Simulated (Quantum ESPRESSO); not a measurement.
# TaRu: which magnetic order is lowest

Does TaRu prefer parallel or opposed moments, or none?

Method: LDA; plane waves with GBRV 1.5 LDA potentials, no spin-orbit coupling, in Quantum ESPRESSO 7.5.

## Step 1: The structure

Symmetry: Pm-3m, No. 221, cubic system. The conventional cell has a = 3.187 Å, b = 3.187 Å, c = 3.187 Å, α = 90.00°, β = 90.00°, γ = 90.00°. Nearest to Ta lie 8 Ru at 2.76 Å. Nearest to Ru lie 8 Ta at 2.76 Å. Farther neighbours are not listed.

The cell comes from the Crystallography Open Database.

## Step 2: Start 1: ferro +

The signs are those of the starting moments on the seeded atoms, the atoms that are given a moment.

ASE passes magmoms on as starting_magnetization. pw.x reads values of 1 or more as Bohr magnetons; where all are smaller, it reads them as fractions of the valence charge.

Input file pw.py:

```python
from ase import Atoms
from ase.calculators.espresso import Espresso, EspressoProfile

atoms = Atoms(['Ta', 'Ru'],
    cell=[[3.187, 0.0, 0.0],
         [0.0, 3.187, 0.0],
         [0.0, 0.0, 3.187]],
    scaled_positions=[[0.5, 0.5, 0.5],
         [0.0, 0.0, 0.0]],
    pbc=True,
    magmoms=[0.0, 1.5])
input_data = {
    'control': {'calculation': 'scf', 'prefix': 'pwscf', 'outdir': './tmp', 'disk_io': 'nowf', 'tprnfor': True, 'tstress': True},
    'system': {'ecutwfc': 40.0, 'ecutrho': 280.0, 'nbnd': 22, 'occupations': 'smearing', 'smearing': 'fd', 'degauss': 0.00734986, 'nspin': 2},
    'electrons': {'conv_thr': 4e-09, 'electron_maxstep': 150, 'mixing_beta': 0.3},
}
atoms.calc = Espresso(
    profile=EspressoProfile(command='mpirun -n 2 pw.x -nk 2', pseudo_dir='pseudo'),
    pseudopotentials={'Ta': 'ta_lda_v1.uspp.F.UPF', 'Ru': 'ru_lda_v1.2.uspp.F.UPF'},
    input_data=input_data,
    kpts=(8, 8, 8),
    koffset=(0, 0, 0))
atoms.get_potential_energy()
energy = atoms.calc.results['free_energy']
print(f'free energy: {energy:.6f} eV')
print('site moments (muB):', atoms.get_magnetic_moments().round(3))
```

Input file espresso.pwi:

```
&CONTROL
   calculation      = 'scf'
   tstress          = .true.
   tprnfor          = .true.
   outdir           = './tmp'
   prefix           = 'pwscf'
   disk_io          = 'nowf'
   pseudo_dir       = 'pseudo'
/
&SYSTEM
   nbnd             = 22
   ecutwfc          = 40.0
   ecutrho          = 280.0
   occupations      = 'smearing'
   degauss          = 0.00734986
   smearing         = 'fd'
   nspin            = 2
   starting_magnetization(1) = 0.0
   starting_magnetization(2) = 1.5
   ntyp             = 2
   nat              = 2
   ibrav            = 0
/
&ELECTRONS
   electron_maxstep = 150
   conv_thr         = 4e-09
   mixing_beta      = 0.3
/
&IONS
/
&CELL
/
&FCP
/
&RISM
/
ATOMIC_SPECIES
Ta  180.94788 ta_lda_v1.uspp.F.UPF
Ru  101.07 ru_lda_v1.2.uspp.F.UPF

K_POINTS automatic
8 8 8  0 0 0

CELL_PARAMETERS angstrom
3.18700000000000 0.00000000000000 0.00000000000000
0.00000000000000 3.18700000000000 0.00000000000000
0.00000000000000 0.00000000000000 3.18700000000000

ATOMIC_POSITIONS angstrom
Ta  1.5935000000 1.5935000000 1.5935000000  
Ru  0.0000000000 0.0000000000 0.0000000000
```

Run with:

```sh
> OMP_NUM_THREADS=1 python3 pw.py > pw.log
```

What it wrote:

```text
free energy: -4576.822855 eV
site moments (muB): [ 0. -0.]

--- espresso.pwo ---
Program PWSCF v.7.5 starts

Warning: card &CELL ignored
Warning: card &FCP ignored
Warning: card &RISM ignored

     Message from routine setup:
     using ibrav=0 with symmetry is DISCOURAGED, use correct ibrav instead

     K-points division:     npool     =       2
     Subspace diagonalization in iterative solution of the eigenvalue problem:

     G-vector sticks info
     --------------------
     sticks:   dense  smooth     PW     G-vecs:    dense   smooth      PW
     Sum         805     465    145                17269     7497    1365

     Using Slab Decomposition

     bravais-lattice index     =            0
     lattice parameter (alat)  =       6.0226  a.u.
     unit-cell volume          =     218.4453 (a.u.)^3
     number of atoms/cell      =            2
     number of atomic types    =            2
     number of electrons       =        29.00
     number of Kohn-Sham states=           22
     kinetic-energy cutoff     =      40.0000  Ry
     charge density cutoff     =     280.0000  Ry
     scf convergence threshold =      4.0E-09
     mixing beta               =       0.3000
     number of iterations used =            8  plain     mixing
     Exchange-correlation= SLA  PZ   NOGX NOGC
                           (   1   1   0   0   0   0   0)

     celldm(1)=   6.022557  celldm(2)=   0.000000  celldm(3)=   0.000000
     celldm(4)=   0.000000  celldm(5)=   0.000000  celldm(6)=   0.000000

     crystal axes: (cart. coord. in units of alat)
               a(1) = (   1.000000   0.000000   0.000000 )
               a(2) = (   0.000000   1.000000   0.000000 )
               a(3) = (   0.000000   0.000000   1.000000 )

     reciprocal axes: (cart. coord. in units 2 pi/alat)
               b(1) = (  1.000000  0.000000  0.000000 )
               b(2) = (  0.000000  1.000000  0.000000 )
               b(3) = (  0.000000  0.000000  1.000000 )

     PseudoPot. # 1 for Ta read from file:
     ta_lda_v1.uspp.F.UPF
     Pseudo is Ultrasoft + core correction, Zval = 13.0
     Generated by new atomic code, or converted to UPF format
     Using radial grid of  921 points,  7 beta functions with:
                l(1) =   0
                l(2) =   0
                l(3) =   1
                l(4) =   1
                l(5) =   2
                l(6) =   2
                l(7) =   3
     Q(r) pseudized with  6 coefficients,  rinner =    1.300   1.300   1.300
                                                       1.300   1.300   1.300
                                                       1.300

     PseudoPot. # 2 for Ru read from file:
     ru_lda_v1.2.uspp.F.UPF
     Pseudo is Ultrasoft + core correction, Zval = 16.0
     Generated by new atomic code, or converted to UPF format
     Using radial grid of  967 points,  6 beta functions with:
                l(1) =   0
                l(2) =   0
                l(3) =   1
                l(4) =   1
                l(5) =   2
                l(6) =   2
     Q(r) pseudized with  8 coefficients,  rinner =    1.300   1.300   1.300
                                                       1.300   1.300

     atomic species   valence    mass     pseudopotential
     Ta               13.00   180.94788     Ta( 1.00)
     Ru               16.00   101.07000     Ru( 1.00)

     Starting magnetic structure
     atomic species   magnetization
     Ta              0.000
     Ru              0.094

     48 Sym. Ops., with inversion, found

   Cartesian axes

     site n.     atom                  positions (alat units)
         1        Ta     tau(   1) = (   0.5000000   0.5000000   0.5000000  )
         2        Ru     tau(   2) = (   0.0000000   0.0000000   0.0000000  )

     number of k points=    35  Fermi-Dirac smearing, width (Ry)=  0.0073
                       cart. coord. in units 2pi/alat
        k(    1) = (   0.0000000   0.0000000   0.0000000), wk =   0.0019531
        k(    2) = (   0.0000000   0.0000000   0.1250000), wk =   0.0117188
        k(    3) = (   0.0000000   0.0000000   0.2500000), wk =   0.0117188
        k(    4) = (   0.0000000   0.0000000   0.3750000), wk =   0.0117188
        k(    5) = (   0.0000000   0.0000000  -0.5000000), wk =   0.0058594
        [... 30 further k-points ...]

     Dense  grid:    17269 G-vectors     FFT dimensions: (  36,  36,  36)

     Smooth grid:     7497 G-vectors     FFT dimensions: (  25,  25,  25)

     Generating pointlists ...
     new r_m :   0.3572 (alat units)  2.1515 (a.u.) for type    1
     new r_m :   0.3572 (alat units)  2.1515 (a.u.) for type    2

     Initial potential from superposition of free atoms

     starting charge      27.9991, renormalised to      29.0000

     negative rho (up, down):  8.623E-02 7.967E-02
     Starting wfcs are   26 randomized atomic wfcs

     Self-consistent Calculation

     iteration #  1     ecut=    40.00 Ry     beta= 0.30
     Davidson diagonalization with overlap
     ethr =  1.00E-02,  avg # of iterations =  2.6

     negative rho (up, down):  8.517E-02 8.085E-02

     total energy              =    -336.26406391 Ry
     estimated scf accuracy    <       0.95859792 Ry

     total magnetization       =     0.36 Bohr mag/cell
     absolute magnetization    =     0.47 Bohr mag/cell

     iteration #  2     ecut=    40.00 Ry     beta= 0.30
     Davidson diagonalization with overlap
     ethr =  3.31E-03,  avg # of iterations =  2.0

     negative rho (up, down):  8.454E-02 8.106E-02

     total energy              =    -336.32649855 Ry
     estimated scf accuracy    <       0.66172150 Ry

     total magnetization       =     0.26 Bohr mag/cell
     absolute magnetization    =     0.36 Bohr mag/cell

     iteration #  3     ecut=    40.00 Ry     beta= 0.30
     Davidson diagonalization with overlap
     ethr =  2.28E-03,  avg # of iterations =  1.1

     negative rho (up, down):  8.357E-02 8.272E-02

     total energy              =    -336.36992997 Ry
     estimated scf accuracy    <       0.09454294 Ry

     total magnetization       =     0.44 Bohr mag/cell
     absolute magnetization    =     0.49 Bohr mag/cell

     [... further iterations left out ...]

     iteration # 11     ecut=    40.00 Ry     beta= 0.30
     Davidson diagonalization with overlap
     ethr =  1.86E-07,  avg # of iterations =  1.1

     negative rho (up, down):  8.366E-02 8.365E-02

     total energy              =    -336.39030441 Ry
     estimated scf accuracy    <       0.00000051 Ry

     total magnetization       =     0.00 Bohr mag/cell
     absolute magnetization    =     0.00 Bohr mag/cell

     iteration # 12     ecut=    40.00 Ry     beta= 0.30
     Davidson diagonalization with overlap
     ethr =  1.77E-09,  avg # of iterations =  2.0

     negative rho (up, down):  8.366E-02 8.365E-02

     total energy              =    -336.39030470 Ry
     estimated scf accuracy    <       0.00000002 Ry

     total magnetization       =     0.00 Bohr mag/cell
     absolute magnetization    =     0.00 Bohr mag/cell

     iteration # 13     ecut=    40.00 Ry     beta= 0.30
     Davidson diagonalization with overlap
     ethr =  7.28E-11,  avg # of iterations =  2.8

     negative rho (up, down):  8.365E-02 8.365E-02

     total energy              =    -336.39030471 Ry
     estimated scf accuracy    <          4.1E-09 Ry

     total magnetization       =     0.00 Bohr mag/cell
     absolute magnetization    =     0.00 Bohr mag/cell

     iteration # 14     ecut=    40.00 Ry     beta= 0.30
     Davidson diagonalization with overlap
     ethr =  1.42E-11,  avg # of iterations =  2.0

     negative rho (up, down):  8.365E-02 8.365E-02

     Magnetic moment per site  (integrated on atomic sphere of radius R)
     atom   1 (R=0.357)  charge= 10.3711  magn=  0.0000
     atom   2 (R=0.357)  charge= 14.3067  magn= -0.0000

     End of self-consistent calculation

     [... lines left out ...]
     the Fermi energy is    20.8074 ev

!    total energy              =    -336.39030472 Ry
     estimated scf accuracy    <          1.8E-10 Ry
     smearing contrib. (-TS)   =      -0.00691623 Ry
     internal energy E=F+TS    =    -336.38338849 Ry

     The total energy is F=E-TS. E is the sum of the following terms:
     one-electron contribution =     -59.88010647 Ry
     hartree contribution      =      46.86228092 Ry
     xc contribution           =     -67.75042279 Ry
     ewald contribution        =    -255.61514015 Ry

     total magnetization       =     0.00 Bohr mag/cell
     absolute magnetization    =     0.00 Bohr mag/cell

     convergence has been achieved in  14 iterations

     negative rho (up, down):  8.365E-02 8.365E-02

     Forces acting on atoms (cartesian axes, Ry/au):

     atom    1 type  1   force =     0.00000000    0.00000000    0.00000000
     atom    2 type  2   force =     0.00000000    0.00000000    0.00000000

     Total force =     0.000000     Total SCF correction =     0.000000

     Computing stress (Cartesian axis) and pressure

     negative rho (up, down):  8.365E-02 8.365E-02
          total   stress  (Ry/bohr**3)                   (kbar)     P=     -168.06
  -0.00114247   0.00000000   0.00000000         -168.06        0.00        0.00
   0.00000000  -0.00114247   0.00000000            0.00     -168.06        0.00
   0.00000000   0.00000000  -0.00114247            0.00        0.00     -168.06

=------------------------------------------------------------------------------=
   JOB DONE.
=------------------------------------------------------------------------------=
```

Wall time 13 s (2 MPI ranks of Arm Neoverse V2, shared host); peak memory 0.28 GiB.

The spin moment in the atom's sphere vanishes on all atoms.

Numbers from this step:

* smearing term TS: 0.09410 eV
* pressure: -16.81 GPa
* magnetization: 0 μB
* absolute magnetization: 0 μB
* final state: non-magnetic

(Continued in part 2 of 2.)

[Logs and program files are shortened in this print: banners, set-up blocks, solver, clock and traceback lines can be left out without a mark of their own.]

[Logs are printed without paths, hosts, clocks, repeated set-up lines and the standing remarks that a program may print on its own settings, such as how far it seeks lower states.]

[Hosts, paths, dates, database ids (printed as entryN), source tags and the programs' standing remarks are cut or masked in the printed files.]

[Where a cell is said to come from a database of computed structures, the database is the Materials Project.]
